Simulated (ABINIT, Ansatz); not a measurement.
# CsNbS3 (Pm-3m): zone-centre phonons

Wanted: the vibrations of CsNbS3 (Pm-3m) at Γ, by two programs.

Calculated with ABINIT 10.8.3; DFT PBEsol, scalar-relativistic, plane waves, PseudoDojo norm-conserving pseudopotentials.

This is a report of a sequence of runs, with most program output left out.

The structure was built from a prototype and need not be the compound's stable phase.

## (1) Starting point

Symmetry: Pm-3m, No. 221, cubic system. Conventional cell: a = 4.870 Å, b = 4.870 Å, c = 4.870 Å, α = 90.00°, β = 90.00°, γ = 90.00°. Nearest to Cs lie 12 S at 3.44 Å. Nearest to Nb lie 6 S at 2.44 Å. Nearest to S lie 2 Nb at 2.44 Å and 4 Cs at 3.44 Å. Farther neighbours and most contacts between anions are not listed.

Coordinates:

```cif
data_structure
_symmetry_space_group_name_H-M 'P 1'
_symmetry_Int_Tables_number 1
_cell_length_a 4.8701
_cell_length_b 4.8701
_cell_length_c 4.8701
_cell_angle_alpha 90.000
_cell_angle_beta 90.000
_cell_angle_gamma 90.000
_cell_volume 115.51
loop_
_atom_site_label
_atom_site_type_symbol
_atom_site_fract_x
_atom_site_fract_y
_atom_site_fract_z
_atom_site_occupancy
Cs1 Cs 0.00000 0.00000 0.00000 1
Nb2 Nb 0.50000 0.50000 0.50000 1
S3 S 0.50000 0.50000 0.00000 1
S4 S 0.50000 0.00000 0.50000 1
S5 S 0.00000 0.50000 0.50000 1
```

## (2) Relaxing the cell and atoms

The harmonic expansion needs vanishing forces, and a free crystal bears no stress, so cell and atoms are brought to rest. Stress is more sensitive to the basis than forces are: the last 3 Ha under the cutoff are smoothed with ecutsm, and the cutoff is raised above that of the later runs.

The starting cell comes from a relaxation made beforehand in Ansatz (PBEsol, PseudoDojo NC).

Contents of relax.abi:

```
# relaxation
ionmov 2
optcell 2
dilatmx 1.08
ntime 40
tolmxf 1.0d-05
tolvrs 1.0d-14
prtwf 0
prtden 0
chksymtnons 0

# basis, mesh and filling
ecut 46.0
ecutsm 3.0
ngkpt 6 6 6
nshiftk 1
shiftk 0.0 0.0 0.0
istwfk *1
occopt 6
tsmear 0.01
nband 29
nstep 100
diemac 1000000.0
prtebands 0
prtgsr 0
useylm 1

# cell and atoms
acell 9.203131292 9.203131292 9.203131292
rprim 
    1.0 0.0 0.0
    0.0 1.0 0.0
    0.0 0.0 1.0
ntypat 3
znucl 55 41 16
natom 5
typat 1 2 3 3 3
xred 
    0.0 0.0 0.0
    0.5 0.5 0.5
    0.5 0.5 0.0
    0.5 0.0 0.5
    0.0 0.5 0.5
pp_dirpath "./pseudo"
pseudos "Cs.upf, Nb.upf, S.upf"
```

Launch:

```sh
OMP_NUM_THREADS=1 mpirun -n 4 abinit relax.abi > relax.log
```

Elapsed: 8.4 min, on 4 MPI ranks of Intel Xeon at 2.70GHz, shared host.

Little changed from the start: no atom moved by 0.005 Å and no cell edge by 0.1 %.

This step gave:

| Quantity | Value |
| --- | --- |
| volume per atom | 23.10 Å³ |
| pressure | 1.60e-7 GPa |
| gap on the k-mesh | 0 eV |

## (3) Self-consistent run for the response

The response is built on these wavefunctions, so the potential is converged far more tightly than an energy would need. Occupations are smeared.

Contents of gs.abi:

```
# ground state
tolvrs 1.0d-16
prtden 1
prtwf 1

# basis, mesh and filling
ecut 37.0
ngkpt 6 6 6
nshiftk 1
shiftk 0.0 0.0 0.0
istwfk *1
occopt 6
tsmear 0.01
nband 29
nstep 100
diemac 1000000.0
prtebands 0
prtgsr 0
useylm 1

# cell and atoms
acell 9.202971908 9.202971908 9.202971908
rprim 
    1.0 0.0 0.0
    0.0 1.0 0.0
    0.0 0.0 1.0
ntypat 3
znucl 55 41 16
natom 5
typat 1 2 3 3 3
xred 
    0.0 0.0 0.0
    0.5 0.5 0.5
    0.5 0.5 0.0
    0.5 0.0 0.5
    0.0 0.5 0.5
pp_dirpath "./pseudo"
pseudos "Cs.upf, Nb.upf, S.upf"
```

Launch:

```sh
OMP_NUM_THREADS=1 mpirun -n 4 abinit gs.abi > gs.log
```

It took 2.8 min on 4 MPI ranks; 11 min of CPU time.

Read from the output:

| Item | Value |
| --- | --- |
| pressure | -0.09365 GPa |

The cell stands at -0.094 GPa, close enough for phonons.

## (4) Linear response at Γ

At q = 0 one unit cell holds all displacements. The response is solved for single atoms along the cell's directions, and symmetry skips those that follow from others. The crystal is treated as a metal, which screens a static field, so no field response is asked.

Contents of dfpt_gamma.abi:

```

# common to the responses
getwfk_filepath "gso_WFK"
kptopt 2
nqpt 1
qpt 0.0 0.0 0.0
asr 0
chneut 0

# displacements
rfphon 1
rfatpol 1 5
rfdir 1 1 1
tolvrs 1.0d-10
prtwf 0

# basis, mesh and filling
ecut 37.0
ngkpt 6 6 6
nshiftk 1
shiftk 0.0 0.0 0.0
istwfk *1
occopt 6
tsmear 0.01
nband 29
nstep 100
diemac 1000000.0
prtebands 0
prtgsr 0
useylm 1

# cell and atoms
acell 9.202971908 9.202971908 9.202971908
rprim 
    1.0 0.0 0.0
    0.0 1.0 0.0
    0.0 0.0 1.0
ntypat 3
znucl 55 41 16
natom 5
typat 1 2 3 3 3
xred 
    0.0 0.0 0.0
    0.5 0.5 0.5
    0.5 0.5 0.0
    0.5 0.0 0.5
    0.0 0.5 0.5
pp_dirpath "./pseudo"
pseudos "Cs.upf, Nb.upf, S.upf"
```

Launch:

```sh
OMP_NUM_THREADS=1 mpirun -n 4 abinit dfpt_gamma.abi > dfpt_gamma.log
```

It took 20 min on 4 MPI ranks.

This step gave:

| Property | Result |
| --- | --- |
| largest acoustic frequency at the zone centre before the sum rule | -2.74 cm⁻¹ |
| highest optical zone-centre mode (no LO-TO term) | 294.1 cm⁻¹ |
| lowest optical zone-centre mode | 84.9 cm⁻¹ |

The acoustic modes at Γ come out as far as 2.7 cm⁻¹ from zero, where they should vanish, a small numerical error.

## (5) Modes with the sum rule

anaddb reads the merged derivatives and imposes the acoustic sum rule.

Contents of anaddb.abi:

```
ddb_filepath "gamma_DDB"
output_file "anaddb.abo"
outdata_prefix "anaddb"
asr 1
chneut 1
enunit 2
eivec 1
nph1l 1
qph1l 0.0 0.0 0.0 1.0
```

Contents of mrgddb.in:

```
gamma_DDB
merged
2
dfpt_gammao_DDB
gso_DDB
```

Launch:

```sh
mrgddb < mrgddb.in > mrgddb.log
OMP_NUM_THREADS=1 anaddb anaddb.abi > anaddb.log
```

Run time: 0.7 s. Hardware: 1 thread.

Numbers from this step:

```
lowest optical zone-centre mode : 85.03 cm⁻¹
```

No LO-TO term; unit eigenvectors of the mass-weighted matrix, from anaddb's displacements. The modes at Γ (shares of kinetic energy by element, %):

| mode | frequency (cm⁻¹) | symmetry | Cs % | Nb % | S % |
| --- | --- | --- | --- | --- | --- |
| 1 | 0.0 | acoustic | 41 | 29 | 30 |
| 2 | 0.0 | acoustic | 41 | 29 | 30 |
| 3 | 0.0 | acoustic | 41 | 29 | 30 |
| 4 | 85.0 | T1u | 41 | 58 | 1 |
| 5 | 85.0 | T1u | 41 | 58 | 1 |
| 6 | 85.0 | T1u | 41 | 58 | 1 |
| 7 | 132.2 | T1u | 17 | 12 | 70 |
| 8 | 132.2 | T1u | 17 | 12 | 70 |
| 9 | 132.2 | T1u | 17 | 12 | 70 |
| 10 | 168.3 | T2u | 0 | 0 | 100 |
| 11 | 168.3 | T2u | 0 | 0 | 100 |
| 12 | 168.3 | T2u | 0 | 0 | 100 |
| 13 | 294.1 | T1u | 0 | 1 | 99 |
| 14 | 294.1 | T1u | 0 | 1 | 99 |
| 15 | 294.1 | T1u | 0 | 1 | 99 |

Displacements in mode 4 (85.0 cm⁻¹), the largest set to 1:
```
Cs1  0.00  0.00 -0.71
Nb2  0.00  0.00  1.00
S3   0.00  0.00  0.18
S4   0.00  0.00 -0.08
S5   0.00  0.00 -0.08
```

Displacements in mode 10 (168.3 cm⁻¹), the largest set to 1:
```
Cs1  0.00  0.00  0.00
Nb2  0.00  0.00  0.00
S3   0.00  0.00  0.00
S4   0.00  0.00 -1.00
S5   0.00  0.00  1.00
```

The rule moves no optical mode by more than 0.2 cm⁻¹.

## (6) Sum rules set otherwise (asr 0)

Without the rule the raw error of the acoustic modes shows.

Changes to anaddb.abi since step 5:

```diff
@@ -3,4 +3,4 @@
 outdata_prefix "anaddb"
-asr 1
-chneut 1
+asr 0
+chneut 0
 enunit 2
```

mrgddb.in is that of step 5.

Elapsed: 0.69 s, on 1 thread.

Read from the output:

* lowest optical zone-centre mode: 84.9 cm⁻¹

Zone-centre frequencies as printed; negative means imaginary. Modes:

| mode | frequency (cm⁻¹) |
| --- | --- |
| 1 | -2.74 |
| 2 | -2.74 |
| 3 | -2.74 |
| 4 | 84.9 |
| 5 | 84.9 |
| 6 | 84.9 |
| 7 | 132.2 |
| 8 | 132.2 |
| 9 | 132.2 |
| 10 | 168.4 |
| 11 | 168.4 |
| 12 | 168.4 |
| 13 | 294.1 |
| 14 | 294.1 |
| 15 | 294.1 |

## (7) Cross-check with Ansatz

A second program on the same cell, potentials, cutoff and meshes tests the implementation of the phonon response, not its convergence.

This step: DFT PBEsol, scalar-relativistic, plane waves, PseudoDojo norm-conserving pseudopotentials (Ansatz 0.2.0).

Contents of input.yaml:

```yaml
crystal:
  lattice:
    - [4.8700030062, 0.0, 0.0]
    - [0.0, 4.8700030062, 0.0]
    - [0.0, 0.0, 4.8700030062]
  atoms:
    - { symbol: Cs, position: [0.0, 0.0, 0.0] }
    - { symbol: Nb, position: [0.5, 0.5, 0.5] }
    - { symbol: S, position: [0.5, 0.5, 0.0] }
    - { symbol: S, position: [0.5, 0.0, 0.5] }
    - { symbol: S, position: [0.0, 0.5, 0.5] }
kpoints:
  mp_grid: { grid: [6, 6, 6] }
hamiltonian:
  xc: pbesol
  pseudopotentials: { kind: nc, accuracy: standard }
scf:
  occupations: { method: methfessel_paxton, width: 0.27211 }
output:
  eigenvalues: true
basis:
  ecutwfc: 1006.821
phonons:
  method: dfpt
```

Launch:

```sh
ansatz run input.yaml --threads 4 --pin off --max-ram 8192MiB --backend cpu --events-out ev --progress --plain --runs-dir out
```

It took 74 s on 4 threads; peak memory 2.7 GiB; 4.7 min of CPU time.

Read from the output:

```
sum-rule residual before enforcement : 1.00e-4 eV/Å²
lowest optical zone-centre mode      : 85.03 cm⁻¹
```

## (8) Side by side: ABINIT PseudoDojo and Ansatz, PseudoDojo

Numbers from this step:

* root-mean-square difference: 0.03 cm⁻¹
* largest difference: 0.06 cm⁻¹

At the zone centre the largest difference (acoustic modes at Γ apart) is 0.02 % of the highest mode.

## (9) What came out

| Quantity | Value |
| --- | --- |
| space group after relaxation | Pm-3m |
| volume per atom | 23.1 Å³ |
| highest optical zone-centre mode (no LO-TO term) | 294.1 cm⁻¹ |
| lowest optical zone-centre mode | 85.0 cm⁻¹ |
| imaginary optical modes at the zone centre (no q mesh in this session) | none |
| largest difference from Ansatz, PseudoDojo | 0.06 cm⁻¹ |

In words: At the PBEsol level the optical modes of CsNbS3 (Pm-3m) at the zone centre run from 85 to 294 cm⁻¹. ABINIT PseudoDojo and Ansatz, PseudoDojo agree to 0.06 cm⁻¹ (0.02 % of the highest mode compared) on all solved modes but the acoustic ones at Γ, without the LO-TO term. These are harmonic frequencies at zero temperature: anharmonic shifts and linewidths and thermal expansion are left out. Spin-orbit coupling is left out, which can matter for the heavy elements here. In a metal the frequencies hang on the k mesh and the smearing, most of all near Kohn anomalies. Ansatz warns that the cutoff lies 10 % under the one recommended for these files; agreement at one cutoff is not convergence. The structure is a hypothetical one, built on a prototype.

[Host names and launcher messages were left out of these logs when they were recorded.]

[Logs are printed without paths, hosts, clocks, repeated set-up lines and the standing remarks that a program may print on its own settings, such as how far it seeks lower states.]

[Hosts, paths, dates, database ids (printed as entryN), source tags and the programs' standing remarks are cut or masked in the printed files.]
